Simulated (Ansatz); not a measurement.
# KZnBrF2: complex band structure

A new crystal, KZnBrF2: structure, gap and complex bands. It is built by putting Br for part of the F in the KZnF3 structure of space group Pm-3m, with the volume rescaled by atomic radii. The parent structure comes from the Materials Project.

Calculated with Ansatz 0.2.0; PBEsol DFT, plane waves, PAW files, in the first sound run; inputs show where later runs differ.

The structure was built from a prototype and need not be the compound's stable phase.

## Step 1: The structure

The structure is tetragonal, space group P4/mmm (No. 123). The conventional cell has a = 4.295 Å, b = 4.295 Å, c = 4.295 Å, α = 90.00°, β = 90.00°, γ = 90.00°. Nearest to K lie 8 F at 3.04 Å and 4 Br at 3.04 Å. Nearest to Zn lie 4 F at 2.15 Å and 2 Br at 2.15 Å. Nearest to F lie 2 Zn at 2.15 Å and 4 K at 3.04 Å. Nearest to Br lie 2 Zn at 2.15 Å and 4 K at 3.04 Å. It derives from KZnF3. Br for part of the F in the KZnF3 structure of space group Pm-3m. Farther neighbours and most contacts between anions are not listed.

## Step 2: Relaxing the new crystal

The substituted atoms don't fit the parent's cell, so cell and atoms relax together. A small smearing keeps the run stable in case the gap closes on the way.

File input.yaml:

```yaml
crystal:
  lattice:
    - [4.2947805296, 0.0, 0.0]
    - [0.0, 4.2947805296, 0.0]
    - [0.0, 0.0, 4.2947805296]
  atoms:
    - { symbol: K, position: [0.0, 0.0, 0.0] }
    - { symbol: Zn, position: [0.5, 0.5, 0.5] }
    - { symbol: F, position: [0.0, 0.5, 0.5] }
    - { symbol: Br, position: [0.5, 0.0, 0.5] }
    - { symbol: F, position: [0.5, 0.5, 0.0] }
kpoints:
  mp_grid: { grid: [6, 6, 6] }
scf:
  occupations: { method: gaussian, width: 0.03 }
hamiltonian:
  xc: pbesol
output:
  forces: true
  stress: true
relax:
  f_tol: 0.02
  max_steps: 60
  cell: {}
```

On the command line:

```sh
> ansatz run input.yaml --threads 2 --pin off --max-ram 4096MiB --backend cpu --events-out ev --progress --plain --runs-dir out
```

Numbers of over 12 decimals in the logs are rounded to 6 here.

Log:

```text
Engine: ansatz 0.2.0, aarch64-unknown-linux-gnu
Pseudopotentials: kind: paw
Pseudopotential: K, paw, valence charge 9, recommended cutoff 420 eV (normal), K.paw.azcp
Pseudopotential: Zn, paw, valence charge 12, recommended cutoff 420 eV (normal), Zn.paw.azcp
Pseudopotential: F, paw, valence charge 7, recommended cutoff 420 eV (normal), F.paw.azcp
Pseudopotential: Br, paw, valence charge 7, recommended cutoff 420 eV (normal), Br.paw.azcp
Functional definition: PBEsol
  exchange = pbesol_x
  correlation = pbesol_c
Crystal: 5 atoms, lattice volume = 79.218 Å³
Basis set: ecut = 420 eV, 1551 PW (Γ), exchange–correlation on 60×60×60 points (8 copies of the dense FFT grid, shifted against one another)
Bands: 26, of which v1, the nominal top of the filled ones, is band 21 counted from 1 (20 counted from 0)
Symmetry: 16 space group operations
Space group: P4/mmm (ITA 123), of the structure as read, at distance tolerance 4.3e-5 Å
k-points: 40 of 216
Non-local potential: K, projectors of the file, l = 0: 3, l = 1: 2, l = 2: 2
Non-local potential: Zn, projectors of the file, l = 0: 2, l = 1: 2, l = 2: 3, l = 3: 1
Non-local potential: F, projectors of the file, l = 0: 2, l = 1: 2, l = 2: 1
Non-local potential: Br, projectors of the file, l = 0: 2, l = 1: 2, l = 2: 2
PAW form: soft (Blöchl's): semilocal exchange-correlation on the pseudo side does not see the compensation charge
PAW frozen core: K, regenerated for the run's functional, and the local potential with it (the file was generated under x = pbe(κ = 0.804, μ = 0.219515), c = pbe(β = 0.066725))
PAW frozen core: Zn, regenerated for the run's functional, and the local potential with it (the file was generated under x = pbe(κ = 0.804, μ = 0.219515), c = pbe(β = 0.066725))
PAW frozen core: F, regenerated for the run's functional, and the local potential with it (the file was generated under x = pbe(κ = 0.804, μ = 0.219515), c = pbe(β = 0.066725))
PAW frozen core: Br, regenerated for the run's functional, and the local potential with it (the file was generated under x = pbe(κ = 0.804, μ = 0.219515), c = pbe(β = 0.066725))
PAW one-centre angular grid: K, 110 points (default); XC on 64 Gauss nodes
PAW one-centre angular grid: Zn, 590 points (default); XC on 64 Gauss nodes
PAW one-centre angular grid: F, 110 points (default); XC on 64 Gauss nodes
PAW one-centre angular grid: Br, 110 points (default); XC on 64 Gauss nodes
Initial density: superposition of atomic densities (neutral atoms: chi_scale 0, normalization atom), corrected by the library's trained network
Initial wavefunctions: pseudopotential atomic-orbital guess
Functional: x = pbesol(κ = 0.804, μ = 0.123457), c = pbesol(β = 0.046)
SCF iter   1: F=—  HF=-9137.562307 eV  |F-HF|=—  |Δ(HF+E_count)|=         —  Δρ=1.19e-2  dr2=7.55e-2  ethr=1.77e-3  ⟨swp⟩=7.1  Hψ=5528  notcnv=0
preconditioner: auto → Resta (q_TF=auto, 2.454 Å⁻¹)  ε∞=4.2  [insulator: Δε(μ)=2.471 eV  Ē_g=14.778 eV  σ=0.030 eV  W_gap=1.00  n_scr=18 (ndim 8)  ℏωp=26.4 eV  f_vac=0.029  D(μ)=0.00/eV (n_scr^D=0)  ε∞_Penn≈4.2]
SCF iter   2: F=—  HF=-9137.541064 eV  |F-HF|=—  |Δ(HF+E_count)|=   2.12e-2  Δρ=2.81e-3  dr2=3.56e-3  ethr=1.80e-4  ⟨swp⟩=2.0  Hψ=2318  notcnv=0  defer=38
SCF iter   3: F=—  HF=-9137.540224 eV  |F-HF|=—  |Δ(HF+E_count)|=   8.41e-4  Δρ=1.27e-3  dr2=1.47e-3  ethr=8.48e-6  ⟨swp⟩=2.0  Hψ=1647  notcnv=0  defer=38
SCF iter   4: F=—  HF=-9137.540067 eV  |F-HF|=—  |Δ(HF+E_count)|=   1.57e-4  Δρ=7.06e-4  dr2=2.85e-4  ethr=3.49e-6  ⟨swp⟩=2.0  Hψ=1577  notcnv=0  defer=38
SCF iter   5: F=—  HF=-9137.539916 eV  |F-HF|=—  |Δ(HF+E_count)|=   1.51e-4  Δρ=1.84e-4  dr2=3.67e-5  ethr=6.77e-7  ⟨swp⟩=2.0  Hψ=1556  notcnv=0  defer=38
SCF iter   6: F=—  HF=-9137.539917 eV  |F-HF|=—  |Δ(HF+E_count)|=   1.12e-6  Δρ=4.58e-5  dr2=1.70e-6  ethr=8.75e-8  ⟨swp⟩=2.0  Hψ=1686  notcnv=0  defer=38
SCF iter   7: F=-9137.539917 eV  HF=-9137.539917 eV  |F-HF|=4.72e-8  |Δ(HF+E_count)|=   2.05e-7  Δρ=1.16e-5  dr2=8.82e-8  ethr=2.38e-10  ⟨swp⟩=4.0  Hψ=5098  notcnv=0
SCF 1 converged in 7 iterations: F = -9137.539917 eV  dr2 = 8.82e-8
  greatest PAW one-centre occupation: 0.993 electrons in one spin orbital (limit 2), on the Zn atom at site 1 (counted from 0), in its partial waves of l = 2
relax step   1: F+E_penalty+E_count = -9137.53991723 eV  Δ(F+E_penalty+E_count) = +0.000e0 eV  max|allowed force component| = 2.075e-29 eV/Å  Δτ_max = 0.0000 Å  P = +11.782 GPa  Ω = 79.218 Å³  (7 SCF iters, dr2 threshold 1.00e-7 eV, accepted)
Crystal: 5 atoms, lattice volume = 84.114 Å³
Basis set: ecut = 420 eV, 1655 PW (Γ), exchange–correlation on 60×60×60 points (8 copies of the dense FFT grid, shifted against one another)
Initial density: handed on by an earlier stage of this run
Initial wavefunctions: those handed on with the density
iter 1 solved again at ethr=6.46e-5 eV; its pass at ethr=3.10e-3 eV (dr2=2.71e-2 eV) is discarded
SCF iter   1: F=—  HF=-9138.058221 eV  |F-HF|=—  |Δ(HF+E_count)|=         —  Δρ=5.38e-3  dr2=2.78e-2  ethr=6.46e-5  ⟨swp⟩=2.0  Hψ=6596  notcnv=0
preconditioner: auto → Resta (q_TF=auto, 2.430 Å⁻¹)  ε∞=4.1  [insulator: Δε(μ)=2.403 eV  Ē_g=14.574 eV  σ=0.030 eV  W_gap=1.00  n_scr=18 (ndim 8)  ℏωp=25.6 eV  f_vac=0.032  D(μ)=0.00/eV (n_scr^D=0)  ε∞_Penn≈4.1]
SCF iter   2: F=—  HF=-9138.050650 eV  |F-HF|=—  |Δ(HF+E_count)|=   7.57e-3  Δρ=3.25e-3  dr2=4.58e-3  ethr=6.46e-5  ⟨swp⟩=2.2  Hψ=1748  notcnv=0
SCF iter   3: F=—  HF=-9138.049334 eV  |F-HF|=—  |Δ(HF+E_count)|=   1.32e-3  Δρ=1.29e-3  dr2=1.55e-3  ethr=1.09e-5  ⟨swp⟩=2.1  Hψ=1955  notcnv=0  defer=3
SCF iter   4: F=—  HF=-9138.048861 eV  |F-HF|=—  |Δ(HF+E_count)|=   4.73e-4  Δρ=5.06e-4  dr2=1.19e-4  ethr=3.68e-6  ⟨swp⟩=2.0  Hψ=1725  notcnv=0  defer=3
SCF iter   5: F=—  HF=-9138.049033 eV  |F-HF|=—  |Δ(HF+E_count)|=   1.72e-4  Δρ=1.81e-4  dr2=2.11e-5  ethr=2.84e-7  ⟨swp⟩=2.0  Hψ=1582  notcnv=0  defer=3
SCF iter   6: F=—  HF=-9138.049039 eV  |F-HF|=—  |Δ(HF+E_count)|=   5.41e-6  Δρ=4.39e-5  dr2=1.60e-6  ethr=5.03e-8  ⟨swp⟩=2.5  Hψ=1748  notcnv=0  defer=3
SCF iter   7: F=-9138.049040 eV  HF=-9138.049040 eV  |F-HF|=4.52e-8  |Δ(HF+E_count)|=   1.09e-6  Δρ=7.82e-6  dr2=4.62e-8  ethr=1.19e-9  ⟨swp⟩=5.0  Hψ=4081  notcnv=0
SCF 2 converged in 7 iterations: F = -9138.049040 eV  dr2 = 4.62e-8
relax step   2: F+E_penalty+E_count = -9138.04903979 eV  Δ(F+E_penalty+E_count) = -5.091e-1 eV  max|allowed force component| = 1.089e-29 eV/Å  Δτ_max = 0.0000 Å  P = +4.669 GPa  Ω = 84.114 Å³  energy of the carried Pulay correction = -1.160e-2 eV  (7 SCF iters, dr2 threshold 5.00e-7 eV, accepted)
Crystal: 5 atoms, lattice volume = 87.394 Å³
[...]
SCF iter   5: F=—  HF=-9138.269870 eV  |F-HF|=—  |Δ(HF+E_count)|=   5.20e-4  Δρ=1.19e-4  dr2=1.07e-5  ethr=9.77e-8  ⟨swp⟩=2.0  Hψ=1600  notcnv=0
SCF iter   6: F=—  HF=-9138.269872 eV  |F-HF|=—  |Δ(HF+E_count)|=   1.38e-6  Δρ=3.57e-5  dr2=1.48e-6  ethr=2.54e-8  ⟨swp⟩=2.2  Hψ=1651  notcnv=0
SCF iter   7: F=-9138.269873 eV  HF=-9138.269872 eV  |F-HF|=3.25e-8  |Δ(HF+E_count)|=   6.36e-7  Δρ=7.53e-6  dr2=7.76e-8  ethr=1.19e-9  ⟨swp⟩=5.0  Hψ=4251  notcnv=0
SCF 3 converged in 7 iterations: F = -9138.269873 eV  dr2 = 7.76e-8
relax step   3: F+E_penalty+E_count = -9138.26987251 eV  Δ(F+E_penalty+E_count) = -2.208e-1 eV  max|allowed force component| = 7.889e-30 eV/Å  Δτ_max = 0.0000 Å  P = +0.658 GPa  Ω = 87.394 Å³  energy of the carried Pulay correction = -1.920e-2 eV  (7 SCF iters, dr2 threshold 5.00e-7 eV, accepted)
[... from here on, the SCF cycles and remarks between the steps are left out ...]
relax step   4: F+E_penalty+E_count = -9138.31725937 eV  Δ(F+E_penalty+E_count) = -4.739e-2 eV  max|allowed force component| = 5.554e-29 eV/Å  Δτ_max = 0.0000 Å  P = -0.218 GPa  Ω = 87.871 Å³  energy of the carried Pulay correction = -2.051e-2 eV  (7 SCF iters, dr2 threshold 5.00e-7 eV, accepted)
relax step   5: F+E_penalty+E_count = -9138.32360215 eV  Δ(F+E_penalty+E_count) = -6.343e-3 eV  max|allowed force component| = 2.193e-29 eV/Å  Δτ_max = 0.0000 Å  P = +0.178 GPa  Ω = 87.204 Å³  energy of the carried Pulay correction = -1.921e-2 eV  (6 SCF iters, dr2 threshold 5.00e-7 eV, accepted)
relax step   6: F+E_penalty+E_count = -9138.32327332 eV  Δ(F+E_penalty+E_count) = +3.288e-4 eV  max|allowed force component| = 1.530e-29 eV/Å  Δτ_max = 0.0000 Å  P = -0.000 GPa  Ω = 87.410 Å³  energy of the carried Pulay correction = -1.965e-2 eV  (5 SCF iters, dr2 threshold 1.28e-7 eV, accepted)
relax step   7: F+E_penalty+E_count = -9138.41406161 eV  Δ(F+E_penalty+E_count) = -9.079e-2 eV  max|allowed force component| = 1.310e-29 eV/Å  Δτ_max = 0.0000 Å  P = +1.343 GPa  Ω = 87.410 Å³  stress off target by 3.11e0 GPa  SCF on the basis re-selected at this cell (its energy is not comparable with the rows above)  (9 SCF iters)
relax step   8: F+E_penalty+E_count = -9138.43128707 eV  Δ(F+E_penalty+E_count) = -1.723e-2 eV  max|allowed force component| = 1.381e-29 eV/Å  Δτ_max = 0.0000 Å  P = +0.482 GPa  Ω = 88.741 Å³  energy of the carried Pulay correction = -3.203e-3 eV  (6 SCF iters, dr2 threshold 5.00e-7 eV, accepted)
relax step   9: F+E_penalty+E_count = -9138.43182147 eV  Δ(F+E_penalty+E_count) = -5.344e-4 eV  max|allowed force component| = 1.180e-28 eV/Å  Δτ_max = 0.0000 Å  P = -0.082 GPa  Ω = 89.723 Å³  energy of the carried Pulay correction = -5.811e-3 eV  (6 SCF iters, dr2 threshold 5.00e-7 eV, accepted)
relax step  10: F+E_penalty+E_count = -9138.43225911 eV  Δ(F+E_penalty+E_count) = -4.376e-4 eV  max|allowed force component| = 1.026e-29 eV/Å  Δτ_max = 0.0000 Å  P = -0.003 GPa  Ω = 89.586 Å³  energy of the carried Pulay correction = -5.437e-3 eV  (5 SCF iters, dr2 threshold 5.49e-8 eV, accepted)
relax step  11: F+E_penalty+E_count = -9138.43904201 eV  Δ(F+E_penalty+E_count) = -6.783e-3 eV  max|allowed force component| = 1.235e-29 eV/Å  Δτ_max = 0.0000 Å  P = +0.036 GPa  Ω = 89.586 Å³  stress off target by 1.69e-1 GPa  SCF on the basis re-selected at this cell (its energy is not comparable with the rows above)  (7 SCF iters)
relax step  12: F+E_penalty+E_count = -9138.43895837 eV  Δ(F+E_penalty+E_count) = +8.364e-5 eV  max|allowed force component| = 5.049e-30 eV/Å  Δτ_max = 0.0000 Å  P = +0.003 GPa  Ω = 89.671 Å³  energy of the carried Pulay correction = -1.939e-4 eV  (5 SCF iters, dr2 threshold 7.12e-8 eV, accepted)
iter 1 solved again at ethr=8.65e-8 eV; its pass at ethr=3.10e-3 eV (dr2=3.63e-5 eV) is discarded
SCF iter   1: F=—  HF=-9138.439202 eV  |F-HF|=—  |Δ(HF+E_count)|=         —  Δρ=6.44e-5  dr2=1.23e-7  ethr=8.65e-8  ⟨swp⟩=3.8  Hψ=8561  notcnv=0
preconditioner: auto → Resta (q_TF=auto, 2.404 Å⁻¹)  ε∞=4.0  [insulator: Δε(μ)=2.430 eV  Ē_g=14.202 eV  σ=0.030 eV  W_gap=1.00  n_scr=18 (ndim 8)  ℏωp=24.8 eV  f_vac=0.046  D(μ)=0.00/eV (n_scr^D=0)  ε∞_Penn≈4.0]
SCF iter   2: F=—  HF=-9138.439205 eV  |F-HF|=—  |Δ(HF+E_count)|=   3.00e-6  Δρ=3.27e-5  dr2=3.67e-8  ethr=2.93e-10  ⟨swp⟩=2.3  Hψ=1905  notcnv=0
SCF iter   3: F=—  HF=-9138.439216 eV  |F-HF|=—  |Δ(HF+E_count)|=   1.14e-5  Δρ=7.17e-6  dr2=5.15e-9  ethr=8.73e-11  ⟨swp⟩=2.0  Hψ=1708  notcnv=0
SCF iter   4: F=—  HF=-9138.439217 eV  |F-HF|=—  |Δ(HF+E_count)|=   5.17e-7  Δρ=8.99e-7  dr2=7.01e-10  ethr=1.23e-11  ⟨swp⟩=2.0  Hψ=1668  notcnv=0
SCF iter   5: F=—  HF=-9138.439217 eV  |F-HF|=—  |Δ(HF+E_count)|=   4.03e-9  Δρ=4.98e-7  dr2=2.29e-10  ethr=1.67e-12  ⟨swp⟩=2.0  Hψ=1601  notcnv=0
SCF iter   6: F=—  HF=-9138.439217 eV  |F-HF|=—  |Δ(HF+E_count)|=  4.27e-10  Δρ=5.09e-7  dr2=1.54e-10  ethr=1.00e-12  ⟨swp⟩=2.0  Hψ=1820  notcnv=0
SCF iter   7: F=-9138.439217 eV  HF=-9138.439217 eV  |F-HF|=5.46e-12  |Δ(HF+E_count)|=  1.09e-11  Δρ=8.93e-8  dr2=3.02e-12  ethr=1.00e-12  ⟨swp⟩=3.5  Hψ=4172  notcnv=0
SCF 13 converged in 7 iterations: F = -9138.439217 eV  dr2 = 3.02e-12
relax step  13: F+E_penalty+E_count = -9138.43921680 eV  Δ(F+E_penalty+E_count) = -2.584e-4 eV  max|allowed force component| = 3.708e-30 eV/Å  Δτ_max = 0.0000 Å  P = +0.004 GPa  Ω = 89.671 Å³  stress off target by 1.83e-2 GPa  SCF on the basis re-selected at this cell (its energy is not comparable with the rows above)  (7 SCF iters)
basis re-selected at this cell: Δ(F+E_penalty+E_count) = -2.584e-4 eV, ΔP = +0.001 GPa vs the last step (what re-selecting the basis moved, of the pressure what is left beyond the Pulay correction that the steps carried, after the strain that the cell walked since its last selection, with what the two solves' SCF thresholds leave and, on support functions, any second-order correction that the steps lacked; it is no m [...]
SCF converged after 7 iterations
Free energy (F): -9138.439217 eV
Harris-Foulkes:  -9138.439217 eV  (|F-HF|=5.46e-12)
Internal energy: -9138.439217 eV  (E = F + TS)
E sigma→0 (E₀):  -9138.439217 eV
Fermi energy:    4.719978 eV
--- Per-component energies (eV) ---
  E_band       = -161.577435
  E_kinetic    = 931.143413
  E_local      = -4008.232021  (includes V_loc(G=0)·N_el)
  E_nonlocal   = 854.976204
  E_hartree    = 1581.559790
  E_xc         = -687.361012
  E_vxc        = -522.177431  (∫ρ·V_xc dr)
  E_paw        = -5149.504543  (= ΣΔE_a)
  E_vpaw       = -580.410775  (= ΣTr[D̂ρ^β])
  E_aug_tail   = 0.003589  (compensation charges beyond the density's cutoff)
  E_ewald      = -2662.107034
  E_core_change = 1.082396  (= ΣΔE_core)
  E_smearing   = -0.000000  (= −TS)
  E_closure    = -0.000000  (closes the sum)
  Σ components = -9138.439217   (vs F -9138.439217, Δ=0.00e0)
--- Forces (eV/Å), atoms counted from 1 ---
  atom   1  K     -0.00000000     0.00000000     0.00000000
  atom   2  Zn    -0.00000000     0.00000000     0.00000000
  atom   3  F      0.00000000    -0.00000000     0.00000000
  atom   4  Br    -0.00000000    -0.00000000     0.00000000
  atom   5  F     -0.00000000     0.00000000    -0.00000000
  max |Σ_I F_I| component: 7.49e-30 eV/Å
--- Stress (GPa, compression-positive) ---
       -0.003475       0.000000       0.000000
        0.000000       0.018277       0.000000
        0.000000       0.000000      -0.003475
  P = ⅓ Tr σ = 0.0038 GPa (0.038 kbar)
--- Relaxed structure (10 steps of the walk, 10 accepted, 3 SCFs on fresh bases) ---
  F+E_penalty+E_count = -9138.43921680 eV   max|allowed force component| = 3.708e-30 eV/Å   (the final SCF, on the basis selected at the relaxed cell)
  cell:  # Å, volume = 89.6709 Å³
    - [4.221236, 0.0, 0]
    - [0.0, 5.032367, 0.0]
    - [0, 0.0, 4.221236]
  atoms:
    - { symbol: K, position: [0, 0.0, 0] }
    - { symbol: Zn, position: [0.5, 0.5, 0.5] }
    - { symbol: F, position: [0, 0.5, 0.5] }
    - { symbol: Br, position: [0.5, 0.0, 0.5] }
    - { symbol: F, position: [0.5, 0.5, 0] }
```

Elapsed: 27 s, on 2 threads of Arm Neoverse V2, shared host; peak memory 0.42 GiB.

Relaxation path:

```tsv
step	energy less that of the first step (eV)	largest force component (eV/Å)	pressure (GPa)	volume (Å³)
1	0.0000	0.0000	11.78	79.22
2	-0.5091	0.0000	4.67	84.11
3	-0.7300	0.0000	0.66	87.39
4	-0.7773	0.0000	-0.22	87.87
5	-0.7837	0.0000	0.18	87.20
6	-0.7834	0.0000	0.00	87.41
7*	-0.8741	0.0000	1.34	87.41
8	-0.8914	0.0000	0.48	88.74
9	-0.8919	0.0000	-0.08	89.72
10	-0.8923	0.0000	0.00	89.59
11*	-0.8991	0.0000	0.04	89.59
12	-0.8990	0.0000	0.00	89.67
13*	-0.8993	0.0000	0.00	89.67
```

Relaxation steps marked * repeat the geometry before them on a plane-wave basis chosen anew for their cell, so energy and pressure can jump there.

Forces are held to the 16 operations that the run works with; a distortion that breaks them can't arise in this run.

```tsv
cell as run	before	after	change
a (Å)	4.295	4.221	-1.7 %
b (Å)	4.295	5.032	+17.2 %
c (Å)	4.295	4.221	-1.7 %
volume (Å³/atom)	15.84	17.93	+13.2 %
```

Final coordinates:

```xyz
5
Lattice="4.2212 0.0000 0.0000 0.0000 5.0324 0.0000 0.0000 0.0000 4.2212" Properties=species:S:1:pos:R:3 pbc="T T T"
K     0.0000    0.0000    0.0000
Zn    2.1106    2.5162    2.1106
F     0.0000    2.5162    2.1106
Br    2.1106    0.0000    2.1106
F     2.1106    2.5162    0.0000
```

Numbers from this step:

```
free energy  : -9138.4392 eV
Fermi energy : 4.720 eV
pressure     : 0.003775 GPa
```

The largest force component on a free atom ends at 3.7e-30 eV/Å.

## Step 3: Band edges

The energy window and the wavevectors of the next steps follow from the band edges, so these are searched first, off the mesh as well.

File input.yaml:

```yaml
crystal:
  lattice:
    - [4.221236474, 0.0, 0.0]
    - [0.0, 5.0323673418, 0.0]
    - [0.0, 0.0, 4.221236474]
  atoms:
    - { symbol: K, position: [0.0, 0.0, 0.0] }
    - { symbol: Zn, position: [0.5, 0.5, 0.5] }
    - { symbol: F, position: [0.0, 0.5, 0.5] }
    - { symbol: Br, position: [0.5, 0.0, 0.5] }
    - { symbol: F, position: [0.5, 0.5, 0.0] }
kpoints:
  mp_grid: { grid: [6, 6, 6] }
  band_path: { path: [VBM, CBM], npoints: 30 }
scf:
  occupations: { method: fixed }
hamiltonian:
  xc: pbesol
output:
  eigenvalues: true
  write_potential: true
  write_density: true
  volumetric_format: npy
```

Log:

```text
[...]
Crystal: 5 atoms, lattice volume = 89.671 Å³
Basis set: ecut = 420 eV, 1709 PW (Γ)
Bands: 26, of which v1, the nominal top of the filled ones, is band 21 counted from 1 (20 counted from 0)
Symmetry: 16 space group operations
[...]
k-points: 40 of 216
[...]
SCF iter   1: F=—  HF=-9138.458884 eV  |F-HF|=—  |Δ(HF+E_count)|=         —  Δρ=1.10e-2  dr2=7.21e-2  ethr=1.77e-3  ⟨swp⟩=5.0  Hψ=4494  notcnv=0  defer=107
[...]
SCF iter   7: F=-9138.439198 eV  HF=-9138.439198 eV  |F-HF|=9.61e-9  |Δ(HF+E_count)|=   1.62e-6  Δρ=6.43e-6  dr2=4.47e-8  ethr=2.38e-10  ⟨swp⟩=9.3  Hψ=4952  notcnv=0
SCF 1 converged in 7 iterations: F = -9138.439198 eV  dr2 = 4.47e-8
[...]
NSCF: frozen V_eff on 40 k-points
[...]
SCF converged after 7 iterations
Free energy (F): -9138.439198 eV
[...]
Internal energy: -9138.439198 eV  (E = F + TS)
E sigma→0 (E₀):  -9138.439198 eV
Fermi energy:    3.505038 eV
[...]
--- Band table (eV; the first three rows and the last of 40) ---
  k-point 0: bands = [... 17 lower, 2.0476, 2.6928, 2.9336, 2.9336, 5.9350, 9.6726, 10.1564, 12.2636, ... 1 higher]
  k-point 1: bands = [... 17 lower, 2.0464, 2.5588, 2.6280, 2.8220, 6.4503, 10.1404, 10.7470, 12.6515, ... 1 higher]
  k-point 2: bands = [... 17 lower, 2.0428, 2.0442, 2.4883, 2.6154, 7.5578, 11.2342, 11.5874, 12.9903, ... 1 higher]
  k-point 39: bands = [... 17 lower, 2.9707, 2.9780, 2.9780, 3.5050, 9.8373, 9.8373, 11.2139, 12.0240, ... 1 higher]
```

The job ended after 6 s (2 threads; peak memory 0.38 GiB; 12 s of CPU time).

This step gave:

* Fermi energy: 3.505 eV
* gap on the k-mesh: 2.430 eV
* gap on path: 2.430 eV, by band count; negative where bands overlap
* direct gap on path: 3.001 eV
* edge places on path: 0, 1.224 1/A along the path

Electronic bands along the path, in eV, zero at the Fermi level (highest filled level under fixed occupations); v1 is the highest filled band, c1 the lowest empty one:

```tsv
point	v4	v3	v2	v1	c1	c2	c3
VBM	-0.53	-0.53	-0.53	0.00	6.33	6.33	7.71
halfway	-1.50	-1.18	-0.70	-0.69	4.98	7.94	8.14
CBM	-1.46	-0.81	-0.57	-0.57	2.43	6.17	6.65
```

The searched edges give 2.43 eV, as on the mesh.

(Continued in part 2 of 3.)

[Logs are printed without paths, hosts, clocks, repeated set-up lines and the standing remarks that a program may print on its own settings, such as how far it seeks lower states.]

[Hosts, paths, dates, database ids (printed as entryN), source tags and the programs' standing remarks are cut or masked in the printed files.]

[New means built here by substitution; the compound itself may be known and measured.]
